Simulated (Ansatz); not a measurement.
## bond stretched by 1.5 Å, between In atomic chains under bias

Aim: the current at finite bias, with the potential solved under it.

Program: Ansatz 0.2.0. Level of theory: DFT PBE, plane waves, PAW; current against voltage, self-consistent under bias. Results are calculated unless marked as measured.

## (1) The starting structure

The cell holds 30 atoms: 30 In. Its edges and angles: a = 6.000 Å, b = 6.000 Å, c = 98.150 Å, α = 90.0°, β = 90.0°, γ = 90.0°. Electrodes: In atomic chain; the apex atoms were set 4.350 Å apart. Regions: lower lead, 15 atoms (15 In); upper lead, 15 atoms (15 In). Vacuum lies along a, b and c.

## (2) Current against voltage

Vacuum beyond both ends lets the two leads hold different Fermi levels, and the density is solved anew at each bias. Each lead has 15 atoms, since a wire screens slowly.

File input.yaml:

```yaml
crystal:
  lattice:
    - [6.0, 0.0, 0.0]
    - [0.0, 6.0, 0.0]
    - [0.0, 0.0, 98.15]
  atoms:
    - { symbol: In, position: [0.5, 0.5, 0.0] }
    - { symbol: In, position: [0.5, 0.5, 0.029037188] }
    - { symbol: In, position: [0.5, 0.5, 0.058074376] }
    - { symbol: In, position: [0.5, 0.5, 0.087111564] }
    - { symbol: In, position: [0.5, 0.5, 0.116148752] }
    - { symbol: In, position: [0.5, 0.5, 0.14518594] }
    - { symbol: In, position: [0.5, 0.5, 0.174223128] }
    - { symbol: In, position: [0.5, 0.5, 0.203260316] }
    - { symbol: In, position: [0.5, 0.5, 0.232297504] }
    - { symbol: In, position: [0.5, 0.5, 0.261334692] }
    - { symbol: In, position: [0.5, 0.5, 0.29037188] }
    - { symbol: In, position: [0.5, 0.5, 0.319409068] }
    - { symbol: In, position: [0.5, 0.5, 0.348446256] }
    - { symbol: In, position: [0.5, 0.5, 0.377483444] }
    - { symbol: In, position: [0.5, 0.5, 0.406520632] }
    - { symbol: In, position: [0.5, 0.5, 0.45084055] }
    - { symbol: In, position: [0.5, 0.5, 0.479877738] }
    - { symbol: In, position: [0.5, 0.5, 0.508914926] }
    - { symbol: In, position: [0.5, 0.5, 0.537952114] }
    - { symbol: In, position: [0.5, 0.5, 0.566989302] }
    - { symbol: In, position: [0.5, 0.5, 0.59602649] }
    - { symbol: In, position: [0.5, 0.5, 0.625063678] }
    - { symbol: In, position: [0.5, 0.5, 0.654100866] }
    - { symbol: In, position: [0.5, 0.5, 0.683138054] }
    - { symbol: In, position: [0.5, 0.5, 0.712175242] }
    - { symbol: In, position: [0.5, 0.5, 0.74121243] }
    - { symbol: In, position: [0.5, 0.5, 0.770249618] }
    - { symbol: In, position: [0.5, 0.5, 0.799286806] }
    - { symbol: In, position: [0.5, 0.5, 0.828323994] }
    - { symbol: In, position: [0.5, 0.5, 0.857361182] }
kpoints:
  mp_grid: { grid: [1, 1, 1] }
scf:
  occupations: { method: fermi_dirac, width: 0.1 }
hamiltonian:
  xc: pbe
output:
  current_voltage:
    leads: [[8, 9], [20, 21]]
    bias: [0.3, 0.6, 1.0, 1.5]
    electrode_ends: [14, 15]
    kmesh: [1, 1]
  write_potential: true
  write_density: true
  volumetric_format: npy
basis:
  ecutwfc: "340 eV"
```

Run with:

```sh
$ ansatz run input.yaml --threads 4 --pin off --max-ram 16384MiB --backend cpu --events-out ev --progress --plain --runs-dir out
```

Numbers of over 12 decimals in the logs are rounded to 6 here.

Log:

```text
Warning: basis.ecutwfc = 340 eV is below the records' recommended 420 eV, and the density's cutoff is lower with it unless basis.ecutrho_ratio is high enough to keep the records' density cutoff: compare with a run at a higher cutoff
Engine: ansatz 0.2.0, aarch64-unknown-linux-gnu
Pseudopotentials: kind: paw
Pseudopotential: In, paw, valence charge 13, recommended cutoff 420 eV (normal), In.paw.azcp
Functional definition: PBE
  parameter kappa = 0.804
  parameter beta = 0.066725
  exchange = pbe_x(kappa = kappa, mu = beta*pi^2/3)
  correlation = pbe_c(beta = beta)
Crystal: 30 atoms, lattice volume = 3533.400 Å³
Basis set: ecut = 340 eV, 50091 PW (Γ)
Bands: 234, of which v1, the nominal top of the filled ones, is band 195 counted from 1 (194 counted from 0)
Symmetry: 16 space group operations
Space group: P4/mmm (ITA 123), of the structure as read, at distance tolerance 1.5e-4 Å
k-points: 1
Non-local potential: In, projectors of the file, l = 0: 2, l = 1: 2, l = 2: 2, l = 3: 2
PAW form: soft (Blöchl's): semilocal exchange-correlation on the pseudo side does not see the compensation charge
PAW one-centre angular grid: In, 590 points (default); XC on 64 Gauss nodes
Initial density: superposition of atomic densities (neutral atoms: chi_scale 0, normalization atom), corrected by the library's trained network
Initial wavefunctions: pseudopotential atomic-orbital guess
Functional: x = pbe(κ = 0.804, μ = 0.219515), c = pbe(β = 0.066725)
SCF iter   1: F=—  HF=-167895.713302 eV  |F-HF|=—  |Δ(HF+E_count)|=         —  Δρ=1.91e-3  dr2=1.36e0  ethr=1.77e-3  ⟨swp⟩=5.0  Hψ=749  notcnv=0
preconditioner: auto → LDOS  [metal: Δε(μ)=0.044 eV  Ē_g=13.438 eV  σ=0.100 eV  W_gap=0.11  n_scr=402 (ndim 8)  ℏωp=12.3 eV  f_vac=0.525  D(μ)=70.86/eV (n_scr^D=402)  β→1.0]
SCF iter   2: F=—  HF=-167895.648498 eV  |F-HF|=—  |Δ(HF+E_count)|=   6.48e-2  Δρ=1.15e-3  dr2=2.97e-1  ethr=3.49e-4  ⟨swp⟩=2.0  Hψ=335  notcnv=0
SCF iter   3: F=—  HF=-167895.656559 eV  |F-HF|=—  |Δ(HF+E_count)|=   8.06e-3  Δρ=7.63e-4  dr2=1.27e-1  ethr=7.62e-5  ⟨swp⟩=2.0  Hψ=432  notcnv=0
SCF iter   4: F=—  HF=-167895.648261 eV  |F-HF|=—  |Δ(HF+E_count)|=   8.30e-3  Δρ=2.28e-4  dr2=9.34e-3  ethr=3.25e-5  ⟨swp⟩=3.0  Hψ=433  notcnv=0
SCF iter   5: F=—  HF=-167895.648525 eV  |F-HF|=—  |Δ(HF+E_count)|=   2.64e-4  Δρ=1.89e-4  dr2=5.37e-3  ethr=2.40e-6  ⟨swp⟩=2.0  Hψ=431  notcnv=0
SCF iter   6: F=—  HF=-167895.648029 eV  |F-HF|=—  |Δ(HF+E_count)|=   4.96e-4  Δρ=4.68e-5  dr2=4.73e-4  ethr=1.38e-6  ⟨swp⟩=2.0  Hψ=425  notcnv=0
SCF iter   7: F=—  HF=-167895.648035 eV  |F-HF|=—  |Δ(HF+E_count)|=   6.54e-6  Δρ=3.54e-5  dr2=2.33e-4  ethr=1.21e-7  ⟨swp⟩=2.0  Hψ=434  notcnv=0
SCF iter   8: F=—  HF=-167895.648007 eV  |F-HF|=—  |Δ(HF+E_count)|=   2.84e-5  Δρ=9.04e-6  dr2=1.37e-5  ethr=5.97e-8  ⟨swp⟩=2.0  Hψ=414  notcnv=0
SCF iter   9: F=—  HF=-167895.647884 eV  |F-HF|=—  |Δ(HF+E_count)|=   1.23e-4  Δρ=4.63e-6  dr2=3.19e-6  ethr=3.52e-9  ⟨swp⟩=2.0  Hψ=280  notcnv=0
SCF iter  10: F=—  HF=-167895.647884 eV  |F-HF|=—  |Δ(HF+E_count)|=   4.86e-8  Δρ=3.58e-6  dr2=1.24e-6  ethr=8.18e-10  ⟨swp⟩=2.0  Hψ=434  notcnv=0
SCF iter  11: F=—  HF=-167895.647884 eV  |F-HF|=—  |Δ(HF+E_count)|=   2.27e-7  Δρ=1.24e-6  dr2=1.88e-7  ethr=3.18e-10  ⟨swp⟩=2.0  Hψ=436  notcnv=0
SCF iter  12: F=-167895.647883 eV  HF=-167895.647883 eV  |F-HF|=1.61e-8  |Δ(HF+E_count)|=   9.66e-9  Δρ=4.50e-7  dr2=3.09e-8  ethr=2.56e-11  ⟨swp⟩=5.0  Hψ=521  notcnv=0
smearing: bands 193 to 196 share 4.464 electrons (they would hold 4.000 with every lower band full and every higher one empty; bands counted from 0; each is filled to between 0.5413 and 0.5746 of a full level; at each k-point the levels lie within 1.4e-2 eV, against a smearing width of 0.1000 eV). The entropy term TS of this state is 2.2266 eV
SCF 1 converged in 12 iterations: F = -167895.647883 eV  dr2 = 3.09e-8
  greatest PAW one-centre occupation: 0.983 electrons in one spin orbital (limit 2), on the In atom at site 29 (counted from 0), in its partial waves of l = 2
bias +0 V, iteration  1: dr2 1.22e0 eV, mean Fermi level 0.0368 eV
bias +0 V, iteration  2: dr2 3.99e-2 eV, mean Fermi level 0.0340 eV
bias +0 V, iteration  3: dr2 9.85e-3 eV, mean Fermi level 0.0332 eV
bias +0 V, iteration  4: dr2 1.71e-3 eV, mean Fermi level 0.0322 eV
bias +0 V, iteration  5: dr2 6.35e-4 eV, mean Fermi level 0.0324 eV
bias +0 V, iteration  6: dr2 9.42e-5 eV, mean Fermi level 0.0323 eV
bias +0 V, iteration  7: dr2 2.93e-5 eV, mean Fermi level 0.0323 eV
bias +0 V, iteration  8: dr2 5.24e-6 eV, mean Fermi level 0.0323 eV
bias +0 V, iteration  9: dr2 3.62e-7 eV, mean Fermi level 0.0323 eV
bias +0 V, iteration 10: dr2 1.06e-7 eV, mean Fermi level 0.0323 eV
bias +0 V, iteration 11: dr2 6.01e-8 eV, mean Fermi level 0.0323 eV
bias +0.3 V, iteration  1: dr2 4.47e2 eV, mean Fermi level 0.0514 eV
bias +0.3 V, iteration  2: dr2 3.09e1 eV, mean Fermi level 0.0329 eV
bias +0.3 V, iteration  3: dr2 2.73e0 eV, mean Fermi level 0.0344 eV
bias +0.3 V, iteration  4: dr2 3.04e-1 eV, mean Fermi level 0.0333 eV
bias +0.3 V, iteration  5: dr2 8.53e-2 eV, mean Fermi level 0.0355 eV
bias +0.3 V, iteration  6: dr2 7.50e-3 eV, mean Fermi level 0.0344 eV
bias +0.3 V, iteration  7: dr2 4.34e-3 eV, mean Fermi level 0.0350 eV
bias +0.3 V, iteration  8: dr2 3.06e-3 eV, mean Fermi level 0.0348 eV
bias +0.3 V, iteration  9: dr2 1.00e-3 eV, mean Fermi level 0.0348 eV
bias +0.3 V, iteration 10: dr2 6.13e-5 eV, mean Fermi level 0.0348 eV
bias +0.3 V, iteration 11: dr2 9.95e-6 eV, mean Fermi level 0.0349 eV
bias +0.3 V, iteration 12: dr2 3.85e-6 eV, mean Fermi level 0.0349 eV
bias +0.3 V, iteration 13: dr2 2.23e-6 eV, mean Fermi level 0.0349 eV
bias +0.3 V, iteration 14: dr2 1.18e-6 eV, mean Fermi level 0.0349 eV
bias +0.3 V, iteration 15: dr2 1.53e-7 eV, mean Fermi level 0.0349 eV
bias +0.3 V, iteration 16: dr2 1.58e-8 eV, mean Fermi level 0.0349 eV
bias +0.6 V, iteration  1: dr2 1.32e0 eV, mean Fermi level 0.0367 eV
bias +0.6 V, iteration  2: dr2 3.87e-1 eV, mean Fermi level 0.0357 eV
bias +0.6 V, iteration  3: dr2 1.12e-1 eV, mean Fermi level 0.0364 eV
bias +0.6 V, iteration  4: dr2 1.04e-2 eV, mean Fermi level 0.0359 eV
bias +0.6 V, iteration  5: dr2 4.53e-3 eV, mean Fermi level 0.0362 eV
bias +0.6 V, iteration  6: dr2 3.47e-4 eV, mean Fermi level 0.0359 eV
bias +0.6 V, iteration  7: dr2 2.43e-4 eV, mean Fermi level 0.0359 eV
bias +0.6 V, iteration  8: dr2 2.91e-5 eV, mean Fermi level 0.0359 eV
bias +0.6 V, iteration  9: dr2 7.08e-6 eV, mean Fermi level 0.0359 eV
bias +0.6 V, iteration 10: dr2 6.63e-6 eV, mean Fermi level 0.0359 eV
bias +0.6 V, iteration 11: dr2 2.27e-6 eV, mean Fermi level 0.0359 eV
bias +0.6 V, iteration 12: dr2 1.39e-6 eV, mean Fermi level 0.0359 eV
bias +0.6 V, iteration 13: dr2 5.58e-7 eV, mean Fermi level 0.0359 eV
[...]
bias +1.5 V, iteration 11: dr2 4.30e-4 eV, mean Fermi level 0.0304 eV
bias +1.5 V, iteration 12: dr2 5.47e-5 eV, mean Fermi level 0.0305 eV
bias +1.5 V, iteration 13: dr2 1.66e-4 eV, mean Fermi level 0.0305 eV
bias +1.5 V, iteration 14: dr2 1.64e-5 eV, mean Fermi level 0.0305 eV
bias +1.5 V, iteration 15: dr2 3.49e-6 eV, mean Fermi level 0.0306 eV
bias +1.5 V, iteration 16: dr2 2.31e-6 eV, mean Fermi level 0.0306 eV
bias +1.5 V, iteration 17: dr2 9.93e-6 eV, mean Fermi level 0.0306 eV
bias +1.5 V, iteration 18: dr2 1.11e-6 eV, mean Fermi level 0.0306 eV
bias +1.5 V, iteration 19: dr2 5.62e-7 eV, mean Fermi level 0.0306 eV
bias +1.5 V, iteration 20: dr2 2.70e-7 eV, mean Fermi level 0.0306 eV
bias +1.5 V, iteration 21: dr2 2.23e-7 eV, mean Fermi level 0.0306 eV
bias +1.5 V, iteration 22: dr2 7.10e-8 eV, mean Fermi level 0.0306 eV
transmission: 8 of 52 steps passed
transmission: 16 of 52 steps passed
[...]
transmission: 52 of 52 steps passed
WARN: The output density's exchange-correlation potential varies sharply where the density is thin. Do not read a vacuum level from v_tot or v_xc, or from such a field of the output density. On a cell that repeats whose density bears no net charge and no dipole along the vacuum's axis use v_es (v_loc + v_h of the components); under efield.dipole_correction with no amplitude use v_es + v_field, which holds any externa [...]
SCF converged after 12 iterations
Free energy (F): -167895.647883 eV
Harris-Foulkes:  -167895.647883 eV  (|F-HF|=1.61e-8)
Internal energy: -167893.421322 eV  (E = F + TS)
E sigma→0 (E₀):  -167894.534603 eV
Entropy (-TS):   -2.226562 eV (-74.219 meV/atom)
Fermi energy:    0.049035 eV
--- Per-component energies (eV) ---
  E_band       = -4832.835989
  E_kinetic    = 7213.371805
  E_local      = -135775.714296  (includes V_loc(G=0)·N_el)
  E_nonlocal   = 10963.497334
  E_hartree    = 62315.407171
  E_xc         = -6446.061540
  E_vxc        = -2946.615753  (∫ρ·V_xc dr)
  E_paw        = -124530.423554  (= ΣΔE_a)
  E_vpaw       = -8918.193426  (= ΣTr[D̂ρ^β])
  E_aug_tail   = 0.002265  (compensation charges beyond the density's cutoff)
  E_ewald      = 18366.499494
  E_smearing   = -2.226562  (= −TS)
  E_closure    = 0.000000  (closes the sum)
  Σ components = -167895.647883   (vs F -167895.647883, Δ=0.00e0)
--- Band table (eV) ---
  k-point 0: bands = [... 191 lower, -0.0650, -0.0424, 0.0190, 0.0190, 0.0325, 0.0325, 0.1347, 0.1452, ... 35 higher]
--- Current–voltage curve ---
  leads      : [8, 9] from 0.00 to 39.90 and [20, 21] from 44.25 to 84.15 Å, reservoirs outside 25.39 and 58.76
  electrodes : end at 39.90 and 44.25 Å
  density    : 395 bands, filled at a thermal energy of 2.585e-2 eV; current at 300 K
  bias (V)   current (A)   every other point   every other energy   edges, levels   drop (V)   electrons moved   misfit (meV)   iterations
        +0      0.0000e0                   -             0.0000e0        0.0000e0     +0.000            0.00e0           22.0   11
      +0.3     1.4506e-5                   -            1.4507e-5      1.7471e-12     +0.280           1.69e-2           26.5   16
      +0.6     2.5268e-5                   -            2.5268e-5      1.8438e-12     +0.585           3.50e-2           29.6   14
        +1     4.0401e-5                   -            4.0401e-5      2.4687e-12     +0.988           5.81e-2           31.6   19
      +1.5     5.9782e-5                   -            5.9782e-5      9.1930e-10     +1.494           8.70e-2           38.7   22
  At 0 V the conductance is 7.5975e-5 S, 2.1104e14 S/m².
```

Wall time 13 min (4 threads of Arm Neoverse V2, shared host); peak memory 5 GiB; 47 min of CPU time.

Numbers from this step:

```yaml
conductance_at_zero_bias: 0.9806 G₀
current_at_the_highest_bias: 59.78 μA
largest_misfit_of_the_leads: 38.75 meV
```

Cell area 36.000 Å^2. Table of current through one cell by bias:

| bias (V) | current through one cell (μA) |
| --- | --- |
| 0.000 | 0 |
| 0.300 | 14.5 |
| 0.600 | 25.3 |
| 1.000 | 40.4 |
| 1.500 | 59.8 |

Bias 0 V. The transmission and channels at 0 V by energy, zero at the mean Fermi level:

| energy (eV) | transmission | channels, lower lead | channels, upper lead |
| --- | --- | --- | --- |
| -0.259 | 0.445 | 1 | 1 |
| -0.233 | 0.447 | 1 | 1 |
| -0.207 | 0.449 | 1 | 1 |
| -0.181 | 0.454 | 3 | 3 |
| -0.155 | 0.471 | 3 | 3 |
| -0.129 | 0.518 | 3 | 3 |
| -0.103 | 0.623 | 3 | 3 |
| -0.078 | 0.793 | 3 | 3 |
| -0.052 | 0.964 | 3 | 3 |
| -0.026 | 1.05 | 3 | 3 |
| 0.000 | 1.05 | 3 | 3 |
| 0.026 | 1.00 | 3 | 3 |
| 0.052 | 0.934 | 3 | 3 |
| 0.078 | 0.873 | 3 | 3 |
| 0.103 | 0.823 | 3 | 3 |
| 0.129 | 0.784 | 3 | 3 |
| 0.155 | 0.755 | 3 | 3 |
| 0.181 | 0.733 | 3 | 3 |
| 0.207 | 0.717 | 3 | 3 |
| 0.233 | 0.706 | 3 | 3 |
| 0.259 | 0.698 | 3 | 3 |

Bias 0.6 V. Transmission and channels at 0.6 V against energy, zero at the mean Fermi level:

| energy (eV) | transmission | channels, lower lead | channels, upper lead |
| --- | --- | --- | --- |
| -0.569 | 0.424 | 1 | 1 |
| -0.543 | 0.426 | 1 | 1 |
| -0.517 | 0.428 | 1 | 1 |
| -0.465 | 0.432 | 1 | 3 |
| -0.439 | 0.434 | 1 | 3 |
| -0.414 | 0.436 | 1 | 3 |
| -0.388 | 0.438 | 1 | 3 |
| -0.362 | 0.440 | 1 | 3 |
| -0.310 | 0.444 | 1 | 3 |
| -0.284 | 0.446 | 1 | 3 |
| -0.259 | 0.448 | 1 | 3 |
| -0.233 | 0.450 | 1 | 3 |
| -0.207 | 0.452 | 1 | 3 |
| -0.181 | 0.454 | 1 | 3 |
| -0.129 | 0.458 | 1 | 3 |
| -0.103 | 0.460 | 1 | 3 |
| -0.078 | 0.462 | 1 | 3 |
| -0.052 | 0.464 | 1 | 3 |
| -0.026 | 0.466 | 1 | 3 |
| 0.000 | 0.468 | 1 | 3 |
| 0.026 | 0.470 | 1 | 3 |
| 0.052 | 0.472 | 1 | 3 |
| 0.078 | 0.474 | 1 | 3 |
| 0.103 | 0.508 | 3 | 3 |
| 0.129 | 0.547 | 3 | 3 |
| 0.181 | 0.665 | 3 | 3 |
| 0.207 | 0.741 | 3 | 3 |
| 0.233 | 0.809 | 3 | 3 |
| 0.259 | 0.852 | 3 | 3 |
| 0.284 | 0.865 | 3 | 3 |
| 0.310 | 0.856 | 3 | 3 |
| 0.362 | 0.818 | 3 | 3 |
| 0.388 | 0.800 | 3 | 3 |
| 0.414 | 0.784 | 3 | 3 |
| 0.439 | 0.772 | 3 | 3 |
| 0.465 | 0.763 | 3 | 3 |
| 0.517 | 0.752 | 3 | 3 |
| 0.543 | 0.749 | 3 | 3 |
| 0.569 | 0.748 | 3 | 3 |

Bias 1.5 V. Transmission and channels at 1.5 V against energy, zero at the mean Fermi level:

| energy (eV) | transmission | channels, lower lead | channels, upper lead |
| --- | --- | --- | --- |
| -1.008 | 0 | 0 | 1 |
| -0.905 | 0 | 0 | 3 |
| -0.801 | 0.392 | 1 | 3 |
| -0.698 | 0.413 | 1 | 3 |
| -0.595 | 0.423 | 1 | 3 |
| -0.491 | 0.430 | 1 | 3 |
| -0.388 | 0.437 | 1 | 3 |
| -0.310 | 0.443 | 1 | 3 |
| -0.207 | 0.450 | 1 | 3 |
| -0.103 | 0.458 | 1 | 3 |
| 0.000 | 0.466 | 1 | 3 |
| 0.103 | 0.474 | 1 | 3 |
| 0.207 | 0.483 | 1 | 3 |
| 0.310 | 0.491 | 1 | 3 |
| 0.388 | 0.498 | 1 | 3 |
| 0.491 | 0.507 | 1 | 3 |
| 0.595 | 0.692 | 3 | 3 |
| 0.698 | 1.03 | 3 | 3 |
| 0.724 | 1.06 | 3 | 3 |
| 0.801 | 1.02 | 3 | 3 |
| 0.905 | 0.934 | 3 | 3 |
| 1.008 | 0.898 | 3 | 3 |

Hartree potential energy less that at 0 V, planar mean against z:

| z (Å) | 0.3 V (eV) | 0.6 V (eV) | 1 V (eV) | 1.5 V (eV) |
| --- | --- | --- | --- | --- |
| -5 | 0.0520 | 0.101 | 0.175 | 0.269 |
| 0 | 0.150 | 0.298 | 0.493 | 0.736 |
| 5 | 0.152 | 0.303 | 0.500 | 0.746 |
| 10 | 0.151 | 0.301 | 0.499 | 0.744 |
| 15 | 0.148 | 0.299 | 0.496 | 0.743 |
| 20 | 0.141 | 0.293 | 0.492 | 0.743 |
| 25 | 0.141 | 0.294 | 0.495 | 0.746 |
| 30 | 0.133 | 0.282 | 0.476 | 0.720 |
| 35 | 0.148 | 0.302 | 0.505 | 0.757 |
| 40 | 0.106 | 0.242 | 0.425 | 0.658 |
| 45 | -0.158 | -0.314 | -0.518 | -0.767 |
| 50 | -0.140 | -0.293 | -0.497 | -0.753 |
| 55 | -0.138 | -0.288 | -0.489 | -0.737 |
| 60 | -0.143 | -0.295 | -0.499 | -0.752 |
| 65 | -0.137 | -0.287 | -0.485 | -0.734 |
| 70 | -0.144 | -0.293 | -0.494 | -0.746 |
| 75 | -0.147 | -0.295 | -0.497 | -0.749 |
| 80 | -0.147 | -0.296 | -0.498 | -0.751 |
| 85 | -0.140 | -0.289 | -0.471 | -0.700 |
| 90 | -0.0292 | -0.0649 | -0.0962 | -0.136 |

The electron density less that at 0 V, planar mean (0.3 V) oscillates, so the rows of the table below give means over windows of 5 Å about each position, cut where the curve ends. Its first 14 maxima inside the range that stand out by 2 % of the span (Å: e/Å³): -1.3: 5.2e-5, 2.9: 5.7e-6, 5.6: 9.6e-6, 8.5: 2.4e-5, 11.5: 3.5e-5, 14.4: 3.4e-5, 17.0: 4.6e-5, 20.0: 1.5e-5, 21.3: 2.8e-6, 22.9: 4.6e-5, 25.6: 4.1e-5, 28.5: 5.2e-5, 31.5: 4.6e-5, 34.1: 4.4e-5. Its first 14 minima: 2.3: -4.9e-6, 4.9: -7.2e-6, 7.5: -1.0e-5, 10.5: -1.6e-5, 13.1: -1.8e-5, 15.4: -1.9e-5, 18.0: -2.2e-5, 20.6: -2.3e-5, 22.0: -1.5e-5, 24.9: -4.0e-5, 27.5: -5.0e-5, 29.8: -5.2e-5, 32.4: -5.5e-5, 35.1: -6.0e-5.

Table of electron density less that at 0 V, planar mean by z; means over each step:

| z (Å) | 0.3 V (e/Å³) | 0.6 V (e/Å³) | 1 V (e/Å³) | 1.5 V (e/Å³) |
| --- | --- | --- | --- | --- |
| -5 | 4.0e-6 | 8.3e-6 | 1.5e-5 | 2.4e-5 |
| 0 | 2.5e-5 | 5.2e-5 | 8.3e-5 | 1.2e-4 |
| 5 | -7.9e-7 | -1.6e-6 | -3.0e-6 | -4.4e-6 |
| 10 | 2.2e-6 | 3.8e-6 | 6.2e-6 | 9.3e-6 |
| 15 | 2.8e-6 | 3.9e-6 | 5.7e-6 | 6.9e-6 |
| 20 | -8.0e-6 | -1.3e-5 | -2.0e-5 | -3.0e-5 |
| 25 | 3.3e-6 | 5.1e-6 | 7.8e-6 | 1.2e-5 |
| 30 | -3.9e-6 | -2.9e-6 | -6.3e-7 | 6.0e-6 |
| 35 | 9.2e-6 | 9.6e-6 | 9.9e-6 | 6.3e-6 |
| 40 | 7.9e-5 | 1.7e-4 | 2.9e-4 | 4.4e-4 |
| 45 | -9.0e-5 | -1.9e-4 | -3.2e-4 | -4.7e-4 |
| 50 | 8.2e-6 | 1.5e-5 | 2.6e-5 | 3.3e-5 |
| 55 | 1.8e-6 | 2.4e-6 | 2.5e-6 | 5.8e-6 |
| 60 | -6.8e-6 | -1.0e-5 | -1.6e-5 | -2.1e-5 |
| 65 | 2.7e-6 | 1.6e-6 | 3.6e-6 | 6.1e-6 |
| 70 | 1.8e-6 | 3.7e-6 | 6.5e-6 | 1.1e-5 |
| 75 | -1.2e-6 | -1.6e-6 | -3.3e-6 | -5.6e-6 |
| 80 | -1.1e-6 | -5.4e-6 | -6.2e-6 | -6.9e-6 |
| 85 | -2.6e-5 | -5.1e-5 | -8.8e-5 | -1.3e-4 |
| 90 | -1.7e-6 | -3.5e-6 | -5.1e-6 | -7.6e-6 |

By hand: at 1.5 V the window reaches from -0.75 to 0.75 eV, and the mean transmission a spin over it is 0.516. With sharp Fermi edges I = G0 × V × T̄ = 77.48 μS × 1.5 V × 0.516 = 59.9 μA, against 59.8 μA from the program at 300 K.

The zero-bias conductance is 0.981 G₀; current over voltage goes 0.624 at +0.3 V, 0.544 at +0.6 V, 0.521 at +1 V and 0.514 at +1.5 V in the same unit. The leads' misfit reaches 39 meV.

## (3) What came out

```yaml
conductance_at_zero_bias: 0.981 G₀
current_at_plus_0p3_v: 14.5 μA
current_at_plus_0p6_v: 25.3 μA
current_at_plus_1_v: 40.4 μA
current_at_plus_1p5_v: 59.8 μA
```

The junction conducts 0.981 G₀ at zero bias and carries 59.8 μA at 1.50 V. At 1.50 V the current is 0.52 times what the zero-bias conductance would give; over all biases of the sweep that ratio lies between 0.52 and 0.64. Of the 1.50 V, 1.49 V drops at the junction. A wire screens slowly, so the current depends on the leads' length and the box width; neither was converged here. Transport is coherent and elastic here: the atoms are frozen, so scattering by vibrations plays no part. A cutoff under the files' recommended one was taken to save time; its effect on T(E) was not tested here.

[Logs are printed without paths, hosts, clocks, repeated set-up lines and the standing remarks that a program may print on its own settings, such as how far it seeks lower states.]

[Hosts, paths, dates, database ids (printed as entryN), source tags and the programs' standing remarks are cut or masked in the printed files.]
